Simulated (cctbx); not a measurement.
**What is wrong with this refinement?**

Cell a = 4.9070 Å, b = 18.1170 Å, c = 9.6560 Å, α = 90.00°, β = 90.00°, γ = 90.00°; space group Cmcm (no. 63). The compound is Ce2Mg5Pb.

Simulated single-crystal data (cctbx): Ga Kα, λ = 1.3414 Å, to d = 0.83 Å, 50 % of the full sphere, strongest reflection 20000 counts, noise from counting, a 2 % proportional error and a noise floor of 8 counts (s.d.); no absorption.

An anisotropic refinement with weights 1/σ² prints:

```text
Rint 0.023, 456 unique reflections to 0.83 A
cycle     R1     wR2    GooF  max shift (A)
   1  0.3015  0.5826  24.141   0.05759
   3  0.1287  0.3134  12.988   0.00006
final R1 0.1287 wR2 0.3134 GooF 12.988  parameters 28  data/parameter 16.3
atom        x        y        z      Ueq    occ   su(xyz)  su(Uiso or U11)
Ce1    0.50000  0.05534  0.25000  -0.0198  1.000  0.00019  0.0016  NPD
Ce2    0.00000  0.00000  0.00000   0.0000  1.000  0.00000  0.0025  NPD
Pb1    0.00000  0.20605  0.25000   0.0167  1.000  0.00028  0.0027
Mg1    0.00000  0.39970  0.25000   0.0097  1.000  0.00201  0.0169
Mg2    0.00000  0.34298  0.98603  -0.0049  1.000  0.00221  0.0102  NPD
Mg3    0.00000  0.18498  0.90009   0.0087  1.000  0.00282  0.0114
difference map: max 28.08 min -7.78 rms 1.98
Q1    0.0000  0.4443  0.7500    4   28.08  0.01 A from Ce1
Q2    0.0000  0.0000  0.0000    4   11.21  0.00 A from Ce2
Q3    0.0000  0.3882  0.2500    4   10.11  0.21 A from Mg1
Q4    0.0000  0.0762  0.7500    4    8.88  2.45 A from Mg3
Q5    0.0000  0.0494  0.6904    8    4.99  2.04 A from Ce2
Q6    0.0000  0.3269  0.7500    4    4.63  2.13 A from Ce1
```

**Question.** Can this result stand? If not, what is the likely fault?

Mend it. The fault: elements exchanged: Pb1 is Ce and Ce1 is Pb. Against the right model at the same level, R1 goes from 0.0109 to 0.1287 and GooF from 0.91 to 12.99, U of Ce1 shrinks from 0.0024 to -0.0198 Å², U of Pb1 swells from 0.0017 to 0.0167 Å², the top difference peak, 28.1 e/Å³, lies on Ce1 and Ce1, Ce2 and Mg2 go non-positive-definite. Pb1 has 24 electrons too many and its U swells to shed them, as expected; Ce1 has 24 electrons too few and its U shrinks to make up, as expected.

The compound is Ce2Mg5Pb. The right model at the same level gives:

```text
Rint 0.023, 456 unique reflections to 0.83 A
cycle     R1     wR2    GooF  max shift (A)
   1  0.0150  0.0314   1.301   0.00164
   2  0.0109  0.0220   0.912   0.00000
final R1 0.0109 wR2 0.0220 GooF 0.912  parameters 28  data/parameter 16.3
atom        x        y        z      Ueq    occ   su(xyz)  su(Uiso or U11)
Pb1    0.50000  0.05551  0.25000   0.0024  1.000  0.00001  0.0001
Ce1    0.00000  0.00000  0.00000   0.0036  1.000  0.00000  0.0002
Ce2    0.00000  0.20612  0.25000   0.0017  1.000  0.00002  0.0002
Mg1    0.00000  0.39645  0.25000   0.0057  1.000  0.00012  0.0010
Mg2    0.00000  0.34244  0.98709   0.0061  1.000  0.00016  0.0008
Mg3    0.00000  0.18553  0.89854   0.0096  1.000  0.00017  0.0007
difference map: max 0.87 min -0.93 rms 0.17
Q1    0.0000  0.5000  0.0000    4    0.87  2.45 A from Ce1
Q2    0.1493  0.1254  0.7500    8    0.67  1.77 A from Mg1
Q3    0.0000  0.2111  0.5267    8    0.59  0.86 A from Mg3
Q4    0.0000  0.0715  0.7500    4    0.56  2.52 A from Mg3
Q5    0.0000  0.4536  0.1935    8    0.56  1.17 A from Mg1
Q6    0.0000  0.4035  0.0710    8    0.53  1.37 A from Mg2
```

Isotropic U is held between 0.0001 and 1 Å² by the program, and listed peak heights are interpolated, so they can pass the grid's maximum.

The model was made for the exercise: a known structure type with other elements put in, its volume estimated, not relaxed; displacement parameters are assumed.

[Middle refinement cycles are left out of these outputs.]

[Logs are printed without paths, hosts, clocks, repeated set-up lines and the standing remarks that a program may print on its own settings, such as how far it seeks lower states.]
